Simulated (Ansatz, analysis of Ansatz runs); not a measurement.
# VPO4 (Cmcm): a line between two V sites for an added hole, part 3 of 3

Question: does an added hole stay on the V atom where it is started in VPO4 (Cmcm), and if so, how high is the barrier for a hop to another V site nearby? Model: a cell of 96 host atoms.

Ansatz 0.2.0; plane-wave PAW DFT, PBEsol+U; relaxation of all atoms of a supercell at fixed charge in a uniform background; PAW set soft_1.

So far. Step 3 (The hole on the first site): The largest changes of the moments are -0.63 μB on V6, -0.03 μB on O70 and -0.03 μB on O76. The largest part sits on the chosen site. Step 4 (The hole on the second site): The largest changes of the moments are -0.63 μB on V12, -0.03 μB on O84 and -0.03 μB on O89. The largest part sits on the chosen site.

**5. Points on the line between the two structures**

Level of this step: plane-wave PAW DFT, PBEsol+U; single point of a supercell at fixed charge in a uniform background; PAW set soft_1 (Ansatz).

All atoms move on the straight line between the two relaxed structures, 1.64 amu^1/2 Å long in mass-weighted terms. Each point starts from the state of the point before, once from either end, so that both localised states can be followed; the midpoint is also started with the carrier shared.

The input, A.x0500/input.yaml:

```yaml
crystal:
  lattice:
    - [-5.23155868, 7.80375834, 6.35985605]
    - [5.23155868, -7.80375834, 6.35985605]
    - [5.23155868, 7.80375834, -6.35985605]
  atoms:
    - { symbol: V, position: [0.000587, 0.250461, 0.751183], spin: 2.0 }
    - { symbol: V, position: [0.000463, 0.750793, 0.250728], spin: 2.0 }
[... 3 atom lines left out ...]
    - { symbol: V, position: [0.500173, 0.751077, 0.750162], spin: 1.0 }
[... 5 atom lines left out ...]
    - { symbol: V, position: [0.249561, 0.500471, 0.750156], spin: 2.0 }
[... 23 atom lines left out ...]
    - { symbol: O, position: [0.357719, 0.750248, 0.857491] }
[... 22 atom lines left out ...]
    - { symbol: O, position: [0.357719, 0.501291, 0.60853] }
[... 10 atom lines left out ...]
    - { symbol: O, position: [0.593427, 0.725195, 0.869289] }
[... 13 atom lines left out ...]
    - { symbol: O, position: [0.394567, 0.526332, 0.869284] }
[... 11 atom lines left out ...]
    - { symbol: O, position: [0.852438, 0.726939, 0.628744] }
total_charge: 1
basis:
  ecutwfc: 420
  xc_grid: 2
hamiltonian:
  xc: pbesol
  hubbard:
    sites: [{ species: V, l: d, u_eff: 4.0 }]
    projectors: ortho-atomic
  pseudopotentials: { kind: paw, azcp: { folder: soft_1 }, xc_functional: pbe }
kpoints:
  mp_grid: { grid: [1, 1, 1] }
magnetization:
  spin_polarized: true
  initial_magnetization: 31
  spin_locking: { lock_magnetization: hard }
scf:
  occupations: { method: fermi_dirac, width: 0.01 }
  max_iter: 120
  lower_state_search: "off"
output:
  forces: true
  eigenvalues: true
  eigenstates: { localisation: true }
  write_density: true
  write_potential: true
  volumetric_format: npy
checkpoint:
  read: "../A.x0375.run"
  write: "../A.x0500.run"
  compress: false
  write_wavefunctions: true
  write_every: 100000
```

On the command line:

```bash
$ ansatz run input.yaml --threads 8 --pin off --max-ram 18841MiB --backend cpu --events-out ev --progress --plain --runs-dir out
```

Numbers of over 12 decimals in the logs are rounded to 6 here.

What it wrote:

```text
[...]
Warning: checkpoint.read: the run can stay near the saved state's solution: 95 site(s) moved relative to the saved geometry (max |Δs| = 1.385e-3 fractional); [...]
[...]
Crystal: 96 atoms, lattice volume = 1038.585 Å³
Basis set: ecut = 420 eV, 20271 PW (Γ), exchange–correlation on 160×160×160 points (8 copies of the dense FFT grid, shifted against one another)
Bands: 447, of which v1, the nominal top of the filled ones, is band 336 counted from 1 (335 counted from 0)
Symmetry: 1 space group operations
[...]
k-points: 1
[...]
Starting moments: Σ|m| = 31 μB on 16 of 96 sites; this step starts from the density that it was given
[...]
SCF iter  19: F=-93927.345842 eV  HF=-93927.345842 eV  |F-HF|=3.88e-8  |Δ(HF+E_count)|=   3.96e-8  Δρ=2.09e-6 (↑2.09e-6 ↓9.64e-7)  dr2=6.96e-8  dr2_m=7.25e-9  M=31.000 μB ∫|m|=34.117 μB  ethr=1.49e-11  ⟨swp⟩=8.0  Hψ=5337  notcnv=0
SCF 1 converged in 19 iterations: F = -93927.345842 eV  dr2 = 6.96e-8
[...]
SCF converged after 19 iterations
[...]
Magnetization: 31.0000 μB (351.0000 up, 320.0000 down)
Absolute magnetization: 34.1549 μB (∫|ρ↑−ρ↓|, with the PAW one-centre terms)
[...]
Per-site moments (μB) at R_I (Å): [(1.525451, 0.794954), (1.531407, 0.797219), (1.531903, 0.798520), [... 93 left out ...]
Free energy (F): -93927.345842 eV
[...]
Internal energy: -93927.345842 eV  (E = F + TS)
E sigma→0 (E₀):  -93927.345842 eV
Fermi energy:    7.350625 (↑ 7.350625, ↓ 7.655365) eV
[...]
--- Forces (eV/Å), atoms counted from 1 ---
  atom   1  V      0.00007490    -0.09071954     0.42578237
  atom   2  V     -0.00006654     0.01107968     0.09895992
  [... 3 atoms left out ...]
  atom   6  V     -0.00004633     0.12754873    -0.48611370
  [... 5 atoms left out ...]
  atom  12  V     -0.00029986    -0.04697076    -0.33030201
  [... 6 atoms left out ...]
  atom  19  P      0.04715657     0.01425872    -0.11365222
  [... 2 atoms left out ...]
  atom  22  P     -0.00037542    -0.27813446    -1.63173118
  [... 13 atoms left out ...]
  atom  36  O      0.00686996    -0.01703311     0.82657290
  [... 22 atoms left out ...]
  atom  59  O     -0.00645867    -0.01694700     0.82620493
  [... 10 atoms left out ...]
  atom  70  O      0.00004195    -1.05755005     0.72672467
  [... 5 atoms left out ...]
  atom  76  O     -0.00008763     0.94394616    -0.38659151
  [... 7 atoms left out ...]
  atom  84  O      0.00007026     1.33078900     0.83392045
  [... 4 atoms left out ...]
  atom  89  O      0.00015547    -1.24748145    -0.51134970
  [... 7 atoms left out ...]
  max |Σ_I F_I| component: 4.40e-5 eV/Å
--- Band table (eV) ---
[...]
Occupation matrices written to <dir>
```

Run time: 43 s. Hardware: 8 threads of Arm Neoverse V1, shared host; peak memory 2.8 GiB; 5.6 min of CPU time.

Reading the cycles: dr2 is the Hartree energy of the density residual (eV), the measure of convergence; HF is the Harris–Foulkes estimate of the energy, which meets the free energy F at convergence.

From eigenstates.tsv, first k-point; energies on the run's zero. The participation number counts the atoms that a state is spread over, of 96; bands count from 0.

```csv
spin,band,energy (eV),occupation,participation,largest share on,share
down,314,6.021,1.00,27.2,O93,0.09
down,315,6.042,1.00,33.0,O93,0.06
down,316,6.156,1.00,25.8,O79,0.08
down,317,6.207,1.00,40.9,O42,0.05
down,318,6.291,1.00,27.9,O79,0.07
down,319,6.395,1.00,45.0,O89,0.06
down,320,8.916,0.00,1.5,V6,0.81
down,321,9.099,0.00,1.5,V6,0.80
down,322,9.895,0.00,1.6,V6,0.80
down,323,10.120,0.00,2.1,V6,0.69
down,324,10.331,0.00,2.8,V6,0.59
up,345,6.780,1.00,14.9,V13,0.15
up,346,6.798,1.00,12.7,V2,0.17
up,347,6.841,1.00,13.4,V1,0.23
up,348,6.990,1.00,17.3,V2,0.14
up,349,7.022,1.00,25.1,V9,0.09
up,350,7.175,1.00,4.8,V12,0.44
up,351,7.527,0.00,2.4,V6,0.63
up,352,7.652,0.00,1.9,V6,0.71
up,353,9.180,0.00,15.9,V15,0.17
up,354,9.345,0.00,5.5,V15,0.39
up,355,9.352,0.00,5.3,V6,0.38
```

Under PBEsol+U (4 eV) at the zone centre alone, the highest filled state is spin up, spread over 5 of 96 atoms, and the lowest empty one, 0.35 eV above it, is spin up, spread over 2 of 96 atoms.

Spin density in the bc plane at fractional x = 0.375, through the centre, with atoms of O within 0.45 Å of it.

Ten even steps from '0' (-0.054 e/Å³) to '9' (0.061 e/Å³), each cell a mean:
```
44444444444444444444444444445444
33444443355444445434444444444444
54455531354444455224554313444434
45776432444444441146654102444434
58986544444444433589754334444444
67766676544444445787655555444445
55567986444444455555666554444445
23468863134444444335665542244443
23456520555444431035554300244432
44454424554444431245543003444455
44444444444444444444443234444554
44444444444445444444444444454444
44444444444454444444444444544444
54344444455444443444444335544444
52345544444444345445543134444456
12566542134444344577642234444444
46997543444444445898654554444443
57986666554444456776667655444444
56656897544444455556799644444445
43457986444444442246786313444444
21356654543444322345552145444444
23455444434444454444442565444455
44444444444444544444444544444454
44444444444444444444444444444444
```
Columns run along b (11.3 Å), rows up along c (11.3 Å). Atoms in or near the plane, at fractional coordinates: O at (0.25, 0.36), O at (0.75, 0.86), O at (0.25, 0.89), O at (0.75, 0.40), O at (0.50, 0.14), O at (0.00, 0.64), O at (0.50, 0.61), O at (0.00, 0.11), O at (0.48, 0.37), O at (0.98, 0.87), O at (0.27, 0.13), O at (0.78, 0.63), O at (0.02, 0.37), O at (0.53, 0.87) and more.

Valence density in the bc plane at fractional x = 0.375, through the centre, with atoms of O within 0.45 Å of it. It is the smooth field of the valence electrons, not physical close to the nuclei.

Ten even steps from '_' (0.0 e/Å³) to '@' (6.2 e/Å³), each cell a mean:
```
________________......__________________________________________
==--..________--++==..__________..::::__________..::::..____..::
%%--________--@@@@==__________::**%%--________--%%##--..__..--##
--________..==++--__________..**@@**..______::##@@==..____..==**
____________..______________..----..________..--::__________....
________________________________________________________________
....____________....____________________________________________
++--..______..--++==..__________..::::__________..::..________--
@@--______..==@@@@--__________--%%%%--________--**++::____..==@@
--________..==++--__________::**%%++..______..++**--..____::++**
____________..______________::--::__________..::....______......
____________________________....________________________________
__________________________________..____________......__________
..::::__________..--::..____..::==--..________--**==..__________
####--________--%%%%--..__..--##%%--________--@@@@==__________::
%%==..______::**@@==..____..--++--________..==++--__________..**
::__________..::::__________..______________..______________..::
________________________________________________________________
__________________________________..____________....____________
..::..__________..::..________--++--..______..--++--..__________
%%##::________--##**::____..--@@@@--______..==@@%%--__________--
@@==..______::++##--..____::++**--________..==++::__________::##
::__________..::....______......____________..______________::--
____________________________________________________________....
```
Columns run along b (11.3 Å), rows up along c (11.3 Å). Atoms in or near the plane, at fractional coordinates: O at (0.25, 0.36), O at (0.75, 0.86), O at (0.25, 0.89), O at (0.75, 0.40), O at (0.50, 0.14), O at (0.00, 0.64), O at (0.50, 0.61), O at (0.00, 0.11), O at (0.48, 0.37), O at (0.98, 0.87), O at (0.27, 0.13), O at (0.78, 0.63), O at (0.02, 0.37), O at (0.53, 0.87) and more.

Electrostatic potential energy in the bc plane at fractional x = 0.375, through the centre, with atoms of O within 0.45 Å of it. With pseudopotentials it is smooth inside the atoms' cores, unlike the true potential.

Ten even steps from '0' (-31 eV) to '9' (14 eV), each cell a mean:
```
78999998657899999999999999985336
23899984116999998668999974564354
03899830038999961038998400266630
48888721489999710168885002788731
88888877999999734788885358999878
88888888999999998888888889999999
87888888879999999888888889999999
12788874128999997458888865689984
04898830049999840038888301587720
48999722599999500279996113655411
99999988999998534899997565335778
99999999999986567899999875458999
99999999999863367899999865689999
75689999634643542279998301699999
10489984002666400389983003899995
02788851027887324888872148999961
57888864689999889888887899999974
88888888999999998888888899999999
98888888999999998788888888999999
65688888756899841278887413899999
00488984105887200389883004999984
02799961035555114899972259999950
48999975553357789999988899999842
78999998754579999999999999998756
```
Columns run along b (11.3 Å; values clipped at the 3rd and 97th percentile), rows up along c (11.3 Å). Atoms in or near the plane, at fractional coordinates: O at (0.25, 0.36), O at (0.75, 0.86), O at (0.25, 0.89), O at (0.75, 0.40), O at (0.50, 0.14), O at (0.00, 0.64), O at (0.50, 0.61), O at (0.00, 0.11), O at (0.48, 0.37), O at (0.98, 0.87), O at (0.27, 0.13), O at (0.78, 0.63), O at (0.02, 0.37), O at (0.53, 0.87) and more.

Free energies from the first end:

```csv
started from,fraction,energy (eV),moment change on V6 (μB),on V12 (μB)
first site,0,0.000,-0.63,-0.01
first site,0.125,0.014,-0.61,-0.02
first site,0.25,0.057,-0.58,-0.03
first site,0.375,0.127,-0.55,-0.04
first site,0.5,0.223,-0.51,-0.06
first site,0.625,0.127,-0.04,-0.55
second site,0.875,0.015,-0.02,-0.61
second site,0.75,0.057,-0.03,-0.58
second site,0.625,0.127,-0.04,-0.55
second site,0.5,0.223,-0.06,-0.51
second site,0.375,0.127,-0.55,-0.04
shared,0.5,0.244,-0.22,-0.21
second site,1,0.000,-0.01,-0.63
```

**6. Results**

| Item | Value |
| --- | --- |
| barrier forward | 0.22 eV |
| barrier backward | 0.22 eV |
| distance of the two sites without the carrier | 3.18 Å |
| carrier at the midpoint | on one site |

**Reading.** On this line the hole must cross 0.22 eV to hop 3.18 Å; both ends have the same energy within 0.005 eV. At the midpoint the lowest state found keeps the carrier on one site, so the two localised curves cross in a cusp. This suggests weak coupling and a hop slower than the barrier alone implies, though U itself penalises the shared state. With an assumed attempt frequency of 1e13 per second the rate at 300 K would be 2e+09 per second for this barrier, if every crossing succeeded. A straight line need not be the lowest path, so the true barrier at this U can be lower, or higher if the ends can still break their symmetry. No run compares the localised hole with one spread in the band, so its binding is unknown and the barrier may exceed it. The magnetic order was assumed and need not be the ground state. The total moment is locked, so a carrier of the other spin direction was not tried. The program's search for lower electronic states was switched off in all runs, so that each state is followed; none is shown to be the lowest at its structure. No image-charge correction is applied; it nearly cancels along the line while the charge stays localised. Keep in mind: sampling at the zone centre alone can move energies of charged and open-shell states by tenths of an eV or more in cells of this size; gap and trapping depend on the U chosen (V d 4.0 eV).

[Logs are printed without paths, hosts, clocks, repeated set-up lines and the standing remarks that a program may print on its own settings, such as how far it seeks lower states.]

[Hosts, paths, dates, database ids (printed as entryN), source tags and the programs' standing remarks are cut or masked in the printed files.]
